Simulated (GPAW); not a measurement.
The O K edge of atom 5 in BaPbO3 (I4/mcm), with 2 Pb at 2.18 Å (linear, site symmetry 422), was computed in 2 ways: excited-electron core hole (neutral cell) and no core hole. Program and functional: GPAW, LDA, without spin-orbit coupling, Gaussian full width 0.9 eV up to 4 eV, rising linearly to 3.5 eV at 25 eV; cells of 10 atoms.

Each run is counted from its own lowest empty level or Fermi level and scaled to a mean of 1 over its first 20 eV.

```
E (eV)  run 1  run 2
 -2.00   0.00   0.00
 -1.25   0.00   0.00
 -0.50   0.20   0.01
  0.25   0.87   0.09
  1.00   0.90   0.25
  1.75   0.79   0.46
  2.50   0.39   0.92
  3.25   1.22   1.22
  4.00   2.34   0.89
  4.75   2.29   0.35
  5.50   1.61   0.74
  6.25   1.29   1.53
  7.00   1.41   1.84
  7.75   1.41   2.35
  8.50   1.34   1.98
  9.25   1.12   1.67
 10.00   0.72   1.61
 10.75   0.68   1.51
 11.50   0.87   1.21
 12.25   0.88   0.81
 13.00   0.77   0.66
 13.75   0.75   0.74
 14.50   0.77   0.79
 15.25   0.76   0.77
 16.00   0.69   0.78
 16.75   0.61   0.80
 17.50   0.58   0.79
 18.25   0.59   0.72
 19.00   0.61   0.63
 19.75   0.63   0.57
 20.50   0.67   0.55
 21.25   0.73   0.53
 22.00   0.81   0.53
 22.75   0.89   0.53
 23.50   0.98   0.54
 24.25   1.07   0.55
 25.00   1.18   0.58
 25.75   1.31   0.63
 26.50   1.42   0.70
 27.25   1.45   0.81
 28.00   1.39   0.95
 28.75   1.27   1.11
 29.50   1.13   1.22
 30.25   1.02   1.25
 31.00   0.93   1.21
 31.75   0.88   1.11
```

Which run is which?

Run 1: excited-electron core hole (neutral cell) (area from −2 to 6 eV 8.1, main maxima 0.6 eV (0.92), 4.2 eV (2.36), 7.3 eV (1.42) and 11.9 eV (0.91)). Run 2: no core hole (area from −2 to 6 eV 3.9, main maxima 3.2 eV (1.23), 7.8 eV (2.35) and 17.0 eV (0.81)). With each curve scaled to its own mean, the area from −2 to 6 eV with the hole is 8.1 against 3.9, and the centre of weight from −1 to 20 eV moves by -1.3 eV: the hole pulls the absorber's empty states down.

[Banner, clock and machine lines of the logs are left out without a mark of their own.]

[Logs are printed without paths, hosts, clocks, repeated set-up lines and the standing remarks that a program may print on its own settings, such as how far it seeks lower states.]

[Hosts, paths, dates, database ids (printed as entryN), source tags and the programs' standing remarks are cut or masked in the printed files.]

[Lists of maxima count a maximum above −3 eV only where it reaches 4 % of the highest in the window and stands out from its surroundings by 2 % of it (1.5 % where it reaches 55 %); shoulders and weaker maxima are passed over, and of the rest the first, up to two pre-edge ones and the few strongest are named.]
